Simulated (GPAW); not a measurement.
Consider Mg on a Li site in LiB.

```cif
data_structure
_symmetry_space_group_name_H-M 'P 1'
_symmetry_Int_Tables_number 1
_cell_length_a 6.9450
_cell_length_b 6.9450
_cell_length_c 7.3759
_cell_angle_alpha 118.086
_cell_angle_beta 118.086
_cell_angle_gamma 60.000
_cell_volume 258.60
loop_
_atom_site_label
_atom_site_type_symbol
_atom_site_fract_x
_atom_site_fract_y
_atom_site_fract_z
_atom_site_occupancy
B1 B 0.12551 0.12449 0.37500 1
B2 B 0.45782 0.45833 0.37500 1
B3 B 0.29167 0.29348 0.87500 1
B4 B 0.79167 0.79218 0.37500 1
B5 B 0.62681 0.62319 0.87500 1
B6 B 0.95652 0.95833 0.87500 1
B7 B 0.03278 0.05011 0.12488 1
B8 B 0.38345 0.37532 0.12488 1
B9 B 0.19989 0.21722 0.62512 1
B10 B 0.70866 0.69944 0.12488 1
B11 B 0.55056 0.54134 0.62512 1
B12 B 0.87468 0.86655 0.62512 1
Mg13 Mg 0.79167 0.45833 0.37500 1
Li14 Li 0.12568 0.79234 0.37703 1
Li15 Li 0.95736 0.62403 0.87208 1
Li16 Li 0.45766 0.12432 0.37297 1
Li17 Li 0.29167 0.95833 0.87500 1
Li18 Li 0.62597 0.29264 0.87792 1
Li19 Li 0.70464 0.02624 0.11429 1
Li20 Li 0.05008 0.37131 0.11429 1
Li21 Li 0.87869 0.19992 0.63571 1
Li22 Li 0.35957 0.71675 0.11429 1
Li23 Li 0.22376 0.54536 0.63571 1
Li24 Li 0.53325 0.89043 0.63571 1
```

Absorber: atom 13, with 3 B at 2.32 Å (trigonal planar; the defect atom itself). Method: GPAW, LDA, excited-electron core hole (neutral cell), 24-atom cell with 6.9 Å between holes, 3×3×3 k points, dipole transitions, Gaussian full width 0.9 eV up to 4 eV, rising linearly to 3.5 eV at 25 eV.

Question: What does the Mg K edge look like?

Main maxima up to 23 eV above the zero (height): 2.9 eV (1.68), 4.2 eV (1.64), 11.2 eV (1.87) and 20.3 eV (0.63). A K edge sees empty p states on the absorber. The total-energy difference is 1295.00 eV. The tabulated edge of the element is 1303 eV. The functional leaves an error in such absolute values: in the free atom LDA prices this hole 6.5 eV below PBE (computed apart), and PBE is itself good to a few eV.

The Mg K spectrum (energy from the lowest empty level; intensity scaled to a mean of 1 over the first 20 eV):

```csv
E (eV),isotropic,ε ∥ x,ε ∥ z
-2.0,0.00,0.00,0.00
-1.5,0.00,0.00,0.00
-1.0,0.01,0.00,0.01
-0.5,0.09,0.07,0.12
0.0,0.34,0.23,0.55
0.5,0.48,0.26,0.92
1.0,0.51,0.28,0.98
1.5,0.48,0.33,0.77
2.0,0.72,0.66,0.85
2.5,1.32,1.38,1.22
3.0,1.68,1.88,1.28
3.5,1.44,1.48,1.37
4.0,1.61,1.61,1.62
4.5,1.53,1.52,1.56
5.0,1.25,1.13,1.48
5.5,1.08,1.06,1.10
6.0,1.04,1.14,0.83
6.5,0.97,1.09,0.73
7.0,0.91,1.09,0.55
7.5,0.94,1.11,0.61
8.0,1.05,1.01,1.14
8.5,1.14,0.80,1.84
9.0,1.21,0.68,2.26
9.5,1.29,0.77,2.34
10.0,1.45,1.01,2.32
10.5,1.68,1.40,2.23
11.0,1.85,1.84,1.87
11.5,1.83,2.08,1.34
12.0,1.65,2.01,0.91
12.5,1.42,1.78,0.68
13.0,1.20,1.51,0.57
13.5,1.00,1.25,0.48
14.0,0.83,1.06,0.38
14.5,0.73,0.95,0.28
15.0,0.66,0.88,0.21
15.5,0.59,0.80,0.17
16.0,0.50,0.68,0.15
16.5,0.43,0.56,0.17
17.0,0.40,0.48,0.23
17.5,0.40,0.45,0.31
18.0,0.44,0.46,0.40
18.5,0.50,0.50,0.49
19.0,0.56,0.55,0.56
19.5,0.60,0.60,0.61
20.0,0.63,0.63,0.62
20.5,0.63,0.63,0.62
21.0,0.61,0.61,0.62
21.5,0.59,0.57,0.64
22.0,0.57,0.52,0.66
22.5,0.55,0.48,0.69
23.0,0.54,0.45,0.71
23.5,0.54,0.45,0.71
24.0,0.55,0.46,0.72
```

The hole lies in one spin channel, while the script sums the empty states of both and takes the lower zero; where the two channels are split, this blurs and shifts the curve. The starting moments shrank to 0.00 μB or less, so this is hardly a magnetic state. In so small a cell the defects form an ordered array, and no site is far from one. The mesh is coarse (0.37 Å⁻¹ between points), so small maxima may be mesh ripples. Lifetime broadening is put in by hand, and intensities beyond about 20 eV depend on it and on the partial waves; weight that the partial waves miss at high energy is lost.

[Banner, clock and machine lines of the logs are left out without a mark of their own.]

[Logs are printed without paths, hosts, clocks, repeated set-up lines and the standing remarks that a program may print on its own settings, such as how far it seeks lower states.]

[Hosts, paths, dates, database ids (printed as entryN), source tags and the programs' standing remarks are cut or masked in the printed files.]

[Lists of maxima count a maximum above −3 eV only where it reaches 4 % of the highest in the window and stands out from its surroundings by 2 % of it (1.5 % where it reaches 55 %); shoulders and weaker maxima are passed over, and of the rest the first, up to two pre-edge ones and the few strongest are named.]
